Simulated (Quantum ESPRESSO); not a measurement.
# Na (Im-3m): electron-phonon coupling, part 3 of 3

Wanted: the coupling constant λ of Na (Im-3m) at ambient pressure.

Quantum ESPRESSO 7.5; DFT LDA, scalar-relativistic, plane waves, PseudoDojo norm-conserving pseudopotentials.

So far. Step 7 (Linear response on the mesh): The acoustic modes at Γ come out as far as 10.7 cm⁻¹ from zero, where they should vanish, a sizeable error of basis and grid. The relaxed cell has a = 4.054 Å (conventional setting).

The database entry behind the starting cell differs from later determinations by our own check (0.1 to 0.3 % short, probably kX units), so it need not match the best structure at ambient conditions.

## (9) Dispersion

From the force constants any wavevector is cheap; points of the mesh come back as solved, but for the sum rule and, in polar crystals, the LO-TO term at Γ; the rest is interpolation.

matdyn.in reads:

```
&input
   asr = 'crystal'
   flfrc = 'x.fc'
   flfrq = 'x.freq'
   flvec = 'x.modes'
   q_in_band_form = .true.
   q_in_cryst_coord = .true.
/
8
  0.0000000   0.0000000   0.0000000  12  ! GAMMA
  0.5000000  -0.5000000   0.5000000  12  ! H
 -0.0000000  -0.0000000   0.5000000  12  ! N
  0.0000000   0.0000000   0.0000000  12  ! GAMMA
  0.2500000   0.2500000   0.2500000  12  ! P
  0.5000000  -0.5000000   0.5000000   1  ! H
  0.2500000   0.2500000   0.2500000  12  ! P
 -0.0000000  -0.0000000   0.5000000   1  ! N
```

On the command line:

```sh
$ matdyn.x -in matdyn.in > matdyn.out
```

Numbers of over 12 decimals in the logs are rounded to 6 here.

The log of the run:

```text
[banner, memory and clock lines left out]
Program MATDYN v.7.5

 mass for atomic type   1 not given; uses mass from file x.fc
 Norm of the difference between old and new effective charges:    0.000000

 Norm of the difference between old and new force-constants:   4.27319e-05

     Message from routine matdyn:
     Z* not found in file x.fc, TO-LO splitting at q=0 will be absent!
     Message from routine matdyn:
     Z* not found in file x.fc, TO-LO splitting at q=0 will be absent!

Note: The following floating-point exceptions are signalling: IEEE_UNDERFLOW_FLAG
```

Elapsed: 0.78 s, on 1 thread of Intel Xeon at 2.50GHz (Skylake/Cascade Lake), shared host.

This step gave:

* lowest frequency on the path: 0 cm⁻¹
* mean frequency: 91.2 cm⁻¹
* Debye temperature (second moment): 179 K
* logarithmic mean frequency: 84.4 cm⁻¹

Matdyn.x, sum rule crystal. Phonon branches along the path, in cm⁻¹:

```
    point  branch 1  branch 2  branch 3
        Γ         0         0         0
  halfway        94        94        99
        H       131       131       131
  halfway        91       114       133
        N        31        92       137
  halfway        24        66        98
        Γ         0         0         0
  halfway        57        57       112
        P       104       104       104
  halfway        72       125       125
        H       131       131       131
jump to P       104       104       104
  halfway        64        98       130
        N        31        92       137
```

The phonon branches as a text plot (rows in cm⁻¹):

```
    134 |               *******                               ***
    129 |          *****       *                      *****  *
    123 |         *                         ***     **   *
    117 |        *     **       *              *   *        *
    111 |        *       *                 *     **     *  *
    106 |       *         *                     *          *
    100 |      *        *  *     *        *    *       *   ***
     94 |      *            ***                  *            ***
     89 |     *          *     *              *
     83 |     *                 * *      *   *        *     *
     77 |                                         *
     71 |    *                     *                 *       *
     66 |    *            *      *      *   *      **
     60 |   *                              *
     54 |                  *      *                           *
     49 |   *                      *   *  *
     43 |                   *                                  *
     37 |  *                        *    *
     31 |  *                 ***        *                       *
     26 |                       **  *
     20 | *                       *  * *
     14 | *                        * *
      9 |                           *
      3 |*                           **
         Γ           H       N        Γ         P        H|P    N
```

Lowest modes at the softest wavevector of the mesh; phase exp(i q.(R + tau)). Modes at q = (0.250, -0.250, 0.000):

```
mode  frequency (cm⁻¹)
   1              23.6
   2              65.8
   3              97.5
```

Displacements in mode 1 (23.6 cm⁻¹), the largest set to 1, in the home cell:
```
Na1 1.00 1.00 0.00
```

Displacements in mode 3 (97.5 cm⁻¹), the largest set to 1, in the home cell:
```
Na1  1.00 -1.00  0.00
```

Force constants by pair (phonopy on the run's constants); pairs near half the supercell's span include their periodic images. Pair force constants, by row:

```
atom  neighbour  distance (Å)  third of the trace (eV/Å²)  along the pair's line (eV/Å²)
 Na1     itself             0                      0.7872                              –
 Na1         Na         3.511                     -0.0878                          -0.28
 Na1         Na         4.054                     -0.0152                        -0.0304
 Na1         Na         5.734                      0.0024                         0.0064
 Na1         Na         6.723                    -9.00e-4                        -0.0034
 Na1         Na         7.022                     -0.0033                        -0.0046
```

Harmonic mean-square displacement, third of the trace. Mean-square displacements:

```
T (K)  Na1 U_eq (Å²)
    0        0.00969
  100         0.0268
  300        0.07588
  600         0.1509
```

Mode patterns, pair constants, displacements and means over the zone were worked out by phonopy from the force constants of q2r.x.

All branches are real along the path.

## (10) Density of states

Sums over the zone need many more wavevectors than were solved, so the interpolation is sampled on a dense mesh.

matdyn.in reads:

```
&input
   asr = 'crystal'
   flfrc = 'x.fc'
   dos = .true.
   fldos = 'x.dos'
   nk1 = 16
   nk2 = 16
   nk3 = 16
   deltaE = 0.3
   la2F = .true.
/
```

On the command line:

```sh
$ matdyn.x -in matdyn.in > matdyn.out
```

The log of the run:

```text
[banner, memory and clock lines left out]
Program MATDYN v.7.5

 mass for atomic type   1 not given; uses mass from file x.fc
 Norm of the difference between old and new effective charges:    0.000000

 Norm of the difference between old and new force-constants:   4.27319e-05

     Message from routine matdyn:
     Z* not found in file x.fc, TO-LO splitting at q=0 will be absent!
 Norm of the difference between old and new effective charges:    0.000000

 Norm of the difference between old and new force-constants:   6.7e-19

 Norm of the difference between old and new effective charges:    0.000000

 Norm of the difference between old and new force-constants:   4.2e-19

 Norm of the difference between old and new effective charges:    0.000000

 Norm of the difference between old and new force-constants:   6.5e-19

 Norm of the difference between old and new effective charges:    0.000000

 Norm of the difference between old and new force-constants:   5.7e-19

 Norm of the difference between old and new effective charges:    0.000000

 Norm of the difference between old and new force-constants:   3.2e-19

 Norm of the difference between old and new effective charges:    0.000000

 Norm of the difference between old and new force-constants:   5.9e-19

 Norm of the difference between old and new effective charges:    0.000000

 Norm of the difference between old and new force-constants:   2.16506e-09

 Norm of the difference between old and new effective charges:    0.000000

 Norm of the difference between old and new force-constants:   3.2476e-08

 Norm of the difference between old and new effective charges:    0.000000

 Norm of the difference between old and new force-constants:   1.86195e-07

 Norm of the difference between old and new effective charges:    0.000000

 Norm of the difference between old and new force-constants:   6.58179e-07

Note: The following floating-point exceptions are signalling: IEEE_UNDERFLOW_FLAG
```

Run time: 30 s. Hardware: 1 thread.

Numbers from this step:

```yaml
share_of_modes_beyond_3i_cm_minus1_on_the_dense_interpolated_mesh: 0
electron_phonon_coupling_constant: 0.1871
logarithmic_mean_frequency_weighted_by_the_coupling: 139.5 K
zero_point_energy_per_atom: 16.96 meV
heat_capacity_at_300_k: 24.51 J/(mol atoms K)
vibrational_entropy_at_300_k: 47.65 J/(mol atoms K)
```

Tetrahedra. The phonon density of states by wavenumber; read off at these points:

```
wavenumber (cm⁻¹)  phonon density of states (1/cm⁻¹/cell)
              0.0                                       0
              5.0                                  1.5e-4
             10.0                                  4.1e-4
             15.0                                  9.1e-4
             20.0                                 0.00219
             25.0                                 0.00429
             30.0                                  0.0074
             35.0                                  0.0144
             40.0                                  0.0160
             45.0                                  0.0188
             50.0                                  0.0217
             55.0                                  0.0254
             60.0                                  0.0304
             65.0                                  0.0232
             70.0                                  0.0209
             75.0                                  0.0202
             80.0                                  0.0212
             85.0                                  0.0232
             90.0                                  0.0281
             92.7                                  0.0368
             95.0                                  0.0362
            100.0                                  0.0333
            105.0                                  0.0293
            110.0                                  0.0270
            115.0                                  0.0269
            120.0                                  0.0302
            125.0                                  0.0490
            130.0                                  0.0794
            135.0                                  0.0208
```

Harmonic thermodynamic functions per atom, summed over the density of states scaled to three modes an atom; melting is ignored. Thermodynamic functions:

```
T (K)  F_vib (meV/atom)  S (J/mol-atom/K)  C_V (J/mol-atom/K)
    0             16.96                 0                   0
   50             15.35             9.157               14.54
  100              7.12             21.91               21.41
  200            -24.62             37.81               23.98
  300            -69.24             47.65               24.51
  400            -122.5             54.73                24.7
  500            -182.2             60.26               24.78
  600              -247             64.78               24.83
  700            -316.2             68.61               24.86
  800            -389.1             71.93               24.88
  900            -465.2             74.86               24.89
 1000            -544.1             77.48                24.9
```

λ by broadening:

```
broadening (Ry)  lambda  N(E_F) (states/spin/Ry/cell)  ω_log (K)
          0.005  0.2363                           2.6      107.9
           0.01  0.1831                         2.864      135.1
          0.015  0.1874                         2.971      139.4
           0.02  0.1871                         3.012      139.5
          0.025  0.1865                         3.025      139.2
           0.03  0.1868                         3.029      138.9
          0.035  0.1877                         3.031      138.6
           0.04  0.1888                         3.032      138.5
          0.045  0.1899                         3.032      138.4
           0.05  0.1909                          3.03      138.3
```

The alpha^2 F has structure finer than the step of the table below, so its rows give means over 1 meV, whole bins alone (the curve runs from 0.019 to 17.0 meV). Peaks (meV: height): 16.1: 0.486.

Gaussian broadening 0.02 Ry. Alpha^2 F against phonon energy; means over each step:

```
phonon energy (meV)  alpha^2 F
                  1     4.7e-5
                  2     5.1e-4
                  3    0.00220
                  4    0.00605
                  5     0.0122
                  6     0.0197
                  7     0.0273
                  8     0.0302
                  9     0.0340
                 10     0.0409
                 11     0.0530
                 12     0.0814
                 13      0.100
                 14      0.117
                 15      0.194
                 16      0.400
```

At 300 K the heat capacity has reached 98 % of the Dulong-Petit value.

## (11) Results

* space group after relaxation: Im-3m
* volume per atom: 33.3 Å³
* q mesh: 4×4×4
* lowest mode on the q mesh (acoustic ones at the zone centre apart): 23.6 cm⁻¹
* zero-point energy per atom: 17.0 meV
* heat capacity at 300 K: 24.5 J/(mol atoms K)
* vibrational entropy at 300 K: 47.7 J/(mol atoms K)
* coupling constant for broadenings of 0.01 to 0.04 Ry: 0.18 to 0.19
* logarithmic mean frequency over the same range: 135 to 139 K
* imaginary modes on the q mesh: none

What this shows: λ is about 0.19 and holds within 15 % over the middle broadenings, a weak coupling. Na (Im-3m) is dynamically stable on the 4×4×4 mesh; its spectrum reaches 137 cm⁻¹. These are harmonic frequencies at zero temperature: anharmonic shifts and linewidths and thermal expansion are left out. In a metal the frequencies hang on the k mesh and the smearing, most of all near Kohn anomalies.

[Host names and launcher messages were left out of these logs when they were recorded.]

[Logs are printed without paths, hosts, clocks, repeated set-up lines and the standing remarks that a program may print on its own settings, such as how far it seeks lower states.]

[Hosts, paths, dates, database ids (printed as entryN), source tags and the programs' standing remarks are cut or masked in the printed files.]
